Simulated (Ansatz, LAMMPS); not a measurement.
# Which site? a vacancy of Ge in amorphous Ge (61 atoms)

At which site of amorphous Ge (61 atoms) does a vacancy of Ge cost least, and what about the site decides it?

Main program and level: Ansatz 0.2.0; Kohn-Sham DFT, r2SCAN, PAW (set soft_1), plane waves.

### 1. Set-up

The cell holds 61 atoms: 61 Ge. Its edges and angles: a = 11.099 Å, b = 11.099 Å, c = 11.099 Å, α = 90.0°, β = 90.0°, γ = 90.0°. 61 atoms (61 Ge) placed at random at 5.38 g/cm³, melted at 3500 K for 10 ps at fixed volume with the Tersoff potential (Tersoff, Phys. Rev. B 39, 5566 (1989)). Quenched from 3500 K to 100 K at 5 K/ps and fixed volume, held 5 ps, then minimised at fixed cell.

What the set-up can't give: The quench rate of 5 K/ps is orders of magnitude faster than experiment, which tends to freeze in extra defects. The network of bonds at the start is that of the classical potential that made the cell, and needn't be the one that DFT or experiment would give. The Brillouin zone is sampled at Γ only, in a cell whose shortest periodic width is 11 Å.

### 2. Single point at the start

A single point comes first, to see the forces before anything moves.

Contents of input.yaml:

```yaml
crystal:
  lattice:
    - [11.0988, 0.0, 0.0]
    - [0.0, 11.0988, 0.0]
    - [0.0, 0.0, 11.0988]
  atoms:
    - { symbol: Ge, position: [0.05299, 0.75775, 0.14608] }
    - { symbol: Ge, position: [0.42476, 0.84656, 0.59364] }
    - { symbol: Ge, position: [0.52053, 0.40383, 0.96322] }
    - { symbol: Ge, position: [0.3418, 0.19174, 0.71331] }
    - { symbol: Ge, position: [0.44794, 0.12015, 0.15981] }
    - { symbol: Ge, position: [0.9145, 0.91459, 0.20943] }
    - { symbol: Ge, position: [0.56897, 0.79509, 0.26806] }
    - { symbol: Ge, position: [0.83435, 0.6777, 0.47203] }
    - { symbol: Ge, position: [0.63556, 0.27698, 0.3388] }
    - { symbol: Ge, position: [0.53136, 0.67228, 0.68756] }
    - { symbol: Ge, position: [0.42446, 0.98398, 0.76257] }
    - { symbol: Ge, position: [0.90151, 0.88456, 0.42654] }
    - { symbol: Ge, position: [0.48256, 0.48378, 0.60342] }
    - { symbol: Ge, position: [0.71078, 0.87044, 0.11502] }
    - { symbol: Ge, position: [0.62425, 0.05288, 0.82393] }
    - { symbol: Ge, position: [0.55269, 0.4651, 0.39806] }
    - { symbol: Ge, position: [0.96394, 0.30705, 0.47782] }
    - { symbol: Ge, position: [0.37672, 0.32586, 0.11829] }
    - { symbol: Ge, position: [0.3417, 0.6836, 0.9844] }
    - { symbol: Ge, position: [0.74611, 0.70343, 0.67045] }
    - { symbol: Ge, position: [0.06395, 0.4182, 0.05101] }
    - { symbol: Ge, position: [0.50627, 0.32993, 0.75441] }
    - { symbol: Ge, position: [0.18389, 0.23949, 0.0571] }
    - { symbol: Ge, position: [0.23227, 0.81066, 0.26992] }
    - { symbol: Ge, position: [0.07858, 0.81071, 0.92463] }
    - { symbol: Ge, position: [0.04766, 0.08094, 0.72484] }
    - { symbol: Ge, position: [0.47419, 0.13244, 0.37305] }
    - { symbol: Ge, position: [0.76559, 0.21334, 0.50224] }
    - { symbol: Ge, position: [0.13872, 0.62374, 0.56448] }
    - { symbol: Ge, position: [0.74473, 0.99446, 0.52249] }
    - { symbol: Ge, position: [0.6812, 0.62207, 0.33124] }
    - { symbol: Ge, position: [0.08388, 0.09373, 0.19413] }
    - { symbol: Ge, position: [0.38537, 0.68001, 0.20141] }
    - { symbol: Ge, position: [0.84788, 0.36461, 0.80642] }
    - { symbol: Ge, position: [0.99035, 0.52572, 0.42605] }
    - { symbol: Ge, position: [0.28429, 0.90243, 0.92919] }
    - { symbol: Ge, position: [0.36262, 0.47701, 0.28691] }
    - { symbol: Ge, position: [0.21168, 0.38086, 0.72251] }
    - { symbol: Ge, position: [0.07681, 0.97313, 0.52965] }
    - { symbol: Ge, position: [0.85228, 0.5869, 0.8175] }
    - { symbol: Ge, position: [0.69398, 0.23876, 0.71346] }
    - { symbol: Ge, position: [0.53253, 0.6221, 0.90567] }
    - { symbol: Ge, position: [0.68492, 0.32199, 0.11204] }
    - { symbol: Ge, position: [0.93419, 0.96368, 0.86391] }
    - { symbol: Ge, position: [0.98677, 0.55597, 0.2024] }
    - { symbol: Ge, position: [0.1084, 0.15422, 0.40764] }
    - { symbol: Ge, position: [0.01479, 0.29358, 0.68808] }
    - { symbol: Ge, position: [0.72986, 0.67683, 0.99072] }
    - { symbol: Ge, position: [0.88689, 0.08063, 0.04451] }
    - { symbol: Ge, position: [0.64816, 0.08146, 0.04464] }
    - { symbol: Ge, position: [0.19592, 0.52082, 0.90229] }
    - { symbol: Ge, position: [0.27515, 0.98498, 0.13825] }
    - { symbol: Ge, position: [0.30377, 0.22023, 0.48716] }
    - { symbol: Ge, position: [0.77193, 0.53577, 0.15404] }
    - { symbol: Ge, position: [0.20539, 0.1143, 0.87496] }
    - { symbol: Ge, position: [0.8817, 0.29994, 0.00787] }
    - { symbol: Ge, position: [0.22553, 0.81413, 0.49542] }
    - { symbol: Ge, position: [0.54977, 0.93637, 0.43845] }
    - { symbol: Ge, position: [0.0623, 0.64356, 0.78177] }
    - { symbol: Ge, position: [0.2824, 0.45389, 0.5128] }
    - { symbol: Ge, position: [0.7656, 0.91514, 0.731] }
kpoints:
  mp_grid: { grid: [1, 1, 1] }
hamiltonian:
  xc: r2scan
  pseudopotentials: { kind: paw, azcp: { folder: soft_1 } }
scf:
  occupations: { method: gaussian, width: 0.025 }
output:
  forces: true
```

Launch:

```sh
ansatz run input.yaml --threads 8 --pin off --max-ram 15872MiB --backend cpu --events-out ev --progress --plain --runs-dir out
```

Numbers of over 12 decimals in the logs are rounded to 6 here.

The log of the run:

```text
[...]
Pseudopotentials: kind: paw
Pseudopotential: Ge, paw, valence charge 14, recommended cutoff 500 eV (meta_gga), soft_1/Ge.paw.azcp
[... 6 lines on functional and potentials left out ...]
Crystal: 61 atoms, lattice volume = 1367.187 Å³
Basis set: ecut = 500 eV, 34697 PW (Γ), exchange–correlation on 324×324×324 points (64 copies of the dense FFT grid, shifted against one another)
Bands: 488, of which v1, the nominal top of the filled ones, is band 427 counted from 1 (426 counted from 0)
Symmetry: 1 space group operations
Space group: P1 (ITA 1), of the structure as read, at distance tolerance 1.1e-4 Å
k-points: 1
[... 4 lines on functional and potentials left out ...]
Initial density: superposition of atomic densities (chi_scale 0.1, normalization cell)
Initial wavefunctions: pseudopotential atomic-orbital guess
[...]
iter 1 solved again at ethr=1.89e-3 eV; its pass at ethr=3.10e-3 eV (dr2=1.62e1 eV) is discarded
SCF iter   1: F=—  HF=-262458.382661 eV  |F-HF|=—  |Δ(HF+E_count)|=         —  Δρ=3.56e-2  dr2=1.62e1  dr2_τ=1.49e-1  ethr=1.89e-3  ⟨swp⟩=1.0  Hψ=2328  notcnv=0
[...]
SCF iter  13: F=—  HF=-262459.807424 eV  |F-HF|=—  |Δ(HF+E_count)|=   1.21e-7  Δρ=3.75e-6  dr2=5.00e-7  dr2_τ=1.64e-9  ethr=2.02e-10  ⟨swp⟩=2.0  Hψ=552  notcnv=0  defer=56
SCF iter  14: F=-262459.807424 eV  HF=-262459.807424 eV  |F-HF|=4.16e-8  |Δ(HF+E_count)|=   4.73e-8  Δρ=1.62e-6  dr2=7.32e-8  dr2_τ=2.83e-10  ethr=1.17e-11  ⟨swp⟩=2.0  Hψ=1546  notcnv=0
SCF 1 converged in 14 iterations: F = -262459.807424 eV  dr2 = 7.32e-8
[...]
SCF converged after 14 iterations
Free energy (F): -262459.807424 eV
Harris-Foulkes:  -262459.807424 eV  (|F-HF|=4.16e-8)
Internal energy: -262459.802580 eV  (E = F + TS)
E sigma→0 (E₀):  -262459.805002 eV
Entropy (-TS):   -0.004844 eV (-0.079 meV/atom)
Fermi energy:    8.340018 eV
--- Per-component energies (eV) ---
[...]
Σ components = -262459.807424   (vs F -262459.807424, Δ=0.00e0)
--- Forces (eV/Å), atoms counted from 1 ---
  atom   1  Ge     0.12837377     0.22382627    -0.05545402
  atom   2  Ge     0.01526665    -0.36464573     0.07398744
  atom   3  Ge     0.24206914    -0.04759036     0.09135283
  atom   4  Ge     0.00330750    -0.21136621    -0.08375438
[...]
atom  61  Ge    -0.09066454    -0.26802089     0.06030026
  max |Σ_I F_I| component: 3.90e-5 eV/Å
```

Elapsed: 25 s, on 8 threads of AMD EPYC 7B13 (Zen 3), shared host; peak memory 4 GiB; 3.1 min of CPU time.

The column dr2 measures how far the density is from self-consistency, as an energy; F and HF (Harris–Foulkes) agree once it is small.

The r.m.s. force at the start is 0.30 eV/Å.

### 3. Relaxation

With the cell held, the atoms are moved downhill towards a nearby minimum.

Contents of input.yaml:

```yaml
crystal:
  lattice:
    - [11.0988, 0.0, 0.0]
    - [0.0, 11.0988, 0.0]
    - [0.0, 0.0, 11.0988]
  atoms:
    [... the 61 atom lines of step 2 ...]
kpoints:
  mp_grid: { grid: [1, 1, 1] }
hamiltonian:
  xc: r2scan
  pseudopotentials: { kind: paw, azcp: { folder: soft_1 } }
scf:
  occupations: { method: gaussian, width: 0.025 }
output:
  forces: true
relax:
  f_tol: 0.05
  max_steps: 120
```

The log of the run:

```text
[...]
Crystal: 61 atoms, lattice volume = 1367.187 Å³
Basis set: ecut = 500 eV, 34697 PW (Γ), exchange–correlation on 324×324×324 points (64 copies of the dense FFT grid, shifted against one another)
Bands: 513, of which v1, the nominal top of the filled ones, is band 427 counted from 1 (426 counted from 0)
Symmetry: 1 space group operations
[...]
k-points: 1
[...]
SCF iter   4: F=—  HF=-262459.911850 eV  |F-HF|=—  |Δ(HF+E_count)|=   1.00e-1  Δρ=3.03e-3  dr2=4.82e-1  dr2_τ=1.05e-3  ethr=6.50e-5  ⟨swp⟩=3.0  Hψ=865  notcnv=0  defer=63
automatic band count: iteration 4 solves 495 bands in place of 513: the levels show a gap, and the empty bands left out lie too high to hold charge; the band table lists the bands solved (type scf.n_extra_bands for more)
SCF iter   5: F=—  HF=-262459.823869 eV  |F-HF|=—  |Δ(HF+E_count)|=   8.80e-2  Δρ=1.35e-3  dr2=1.32e-1  dr2_τ=1.49e-4  ethr=5.64e-5  ⟨swp⟩=2.0  Hψ=626  notcnv=0  defer=63
[...]
SCF iter  10: F=-262459.807405 eV  HF=-262459.807429 eV  |F-HF|=2.41e-5  |Δ(HF+E_count)|=   9.45e-6  Δρ=2.93e-5  dr2=3.16e-5  dr2_τ=1.11e-7  ethr=7.32e-9  ⟨swp⟩=2.0  Hψ=1494  notcnv=0
SCF 1 converged in 10 iterations: F = -262459.807405 eV  dr2 = 3.16e-5
[...]
relax step   1: F+E_penalty+E_count = -262459.80740478 eV  Δ(F+E_penalty+E_count) = +0.000e0 eV  max|allowed force component| = 1.470e0 eV/Å  Δτ_max = 0.0000 Å  (10 SCF iters, dr2 threshold 6.25e-5 eV, accepted)
[... from here on, the SCF cycles and remarks between the steps are left out ...]
relax step   2: F+E_penalty+E_count = -262460.85807974 eV  Δ(F+E_penalty+E_count) = -1.051e0 eV  max|allowed force component| = 6.217e-1 eV/Å  Δτ_max = 0.1948 Å  (7 SCF iters, dr2 threshold 1.00e-4 eV, accepted)
relax step   3: F+E_penalty+E_count = -262461.28689491 eV  Δ(F+E_penalty+E_count) = -4.288e-1 eV  max|allowed force component| = 4.061e-1 eV/Å  Δτ_max = 0.2000 Å  (8 SCF iters, dr2 threshold 2.42e-5 eV, accepted)
relax step   4: F+E_penalty+E_count = -262461.42240365 eV  Δ(F+E_penalty+E_count) = -1.355e-1 eV  max|allowed force component| = 2.808e-1 eV/Å  Δτ_max = 0.1669 Å  (8 SCF iters, dr2 threshold 2.95e-5 eV, accepted)
relax step   5: F+E_penalty+E_count = -262461.47065059 eV  Δ(F+E_penalty+E_count) = -4.825e-2 eV  max|allowed force component| = 1.338e-1 eV/Å  Δτ_max = 0.0564 Å  (6 SCF iters, dr2 threshold 3.37e-5 eV, accepted)
relax step   6: F+E_penalty+E_count = -262461.49856154 eV  Δ(F+E_penalty+E_count) = -2.791e-2 eV  max|allowed force component| = 1.135e-1 eV/Å  Δτ_max = 0.0945 Å  (8 SCF iters, dr2 threshold 4.06e-6 eV, accepted)
relax step   7: F+E_penalty+E_count = -262461.50740019 eV  Δ(F+E_penalty+E_count) = -8.839e-3 eV  max|allowed force component| = 4.024e-2 eV/Å  Δτ_max = 0.0618 Å  (7 SCF iters, dr2 threshold 2.93e-6 eV, accepted)
relax step   8: F+E_penalty+E_count = -262461.50740068 eV  Δ(F+E_penalty+E_count) = -4.903e-7 eV  max|allowed force component| = 4.027e-2 eV/Å  Δτ_max = 0.0000 Å  (4 SCF iters, accepted)
[...]
SCF iter   2: F=-262461.507401 eV  HF=-262461.507401 eV  |F-HF|=3.99e-8  |Δ(HF+E_count)|=   5.12e-9  Δρ=5.70e-7  dr2=4.45e-8  dr2_τ=1.77e-10  ethr=1.11e-11  ⟨swp⟩=3.0  Hψ=1315  notcnv=0
SCF 9 converged in 2 iterations: F = -262461.507401 eV  dr2 = 4.45e-8
SCF converged after 2 iterations
Free energy (F): -262461.507401 eV
[...]
Internal energy: -262461.507401 eV  (E = F + TS)
E sigma→0 (E₀):  -262461.507401 eV
Fermi energy:    8.265261 eV
[...]
--- Forces (eV/Å), atoms counted from 1 ---
  atom   1  Ge    -0.00823400     0.02492742    -0.00547337
  atom   2  Ge    -0.00105176    -0.01489489    -0.01745036
  atom   3  Ge    -0.01111265    -0.01214353    -0.01065437
  atom   4  Ge    -0.00845724     0.00835938    -0.00859532
  atom   5  Ge    -0.01247441     0.01494403     0.00386955
  atom   6  Ge     0.03432268    -0.01462323     0.03645048
  atom   7  Ge    -0.00518057     0.00953940     0.00702040
  atom   8  Ge     0.00955978    -0.01381331     0.00152698
  atom   9  Ge     0.00826061    -0.01263714     0.01987317
  atom  10  Ge     0.00525945     0.00175835     0.00768578
  atom  11  Ge    -0.00016412    -0.00129924     0.00893328
  atom  12  Ge     0.00226874    -0.00101521    -0.02623347
  atom  13  Ge    -0.00707331     0.00377009    -0.00310699
  atom  14  Ge    -0.02107137    -0.00129397    -0.03681517
[...]
atom  60  Ge     0.01344018    -0.01881179     0.00640154
  atom  61  Ge     0.00553940    -0.00421354     0.01044262
  max |Σ_I F_I| component: 1.82e-5 eV/Å
--- Relaxed structure (8 steps of the walk, 8 accepted, 0 SCFs on fresh bases) ---
  F+E_penalty+E_count = -262461.50740068 eV   max|allowed force component| = 4.027e-2 eV/Å
  atoms:
    - { symbol: Ge, position: [0.050427, 0.768944, 0.142490] }
    - { symbol: Ge, position: [0.429190, 0.835919, 0.589021] }
    - { symbol: Ge, position: [0.524458, 0.404969, 0.971690] }
    - { symbol: Ge, position: [0.345637, 0.188980, 0.718109] }
[...]
- { symbol: Ge, position: [0.762088, 0.904449, 0.718501] }
```

Elapsed: 2 min, on 8 threads; peak memory 4 GiB; 15 min of CPU time.

The relaxation converged after 8 steps, 1.70 eV below its start, with a largest force component of 0.040 eV/Å.

(Continued in part 2 of 3.)

[Logs are printed without paths, hosts, clocks, repeated set-up lines and the standing remarks that a program may print on its own settings, such as how far it seeks lower states.]

[Hosts, paths, dates, database ids (printed as entryN), source tags and the programs' standing remarks are cut or masked in the printed files.]
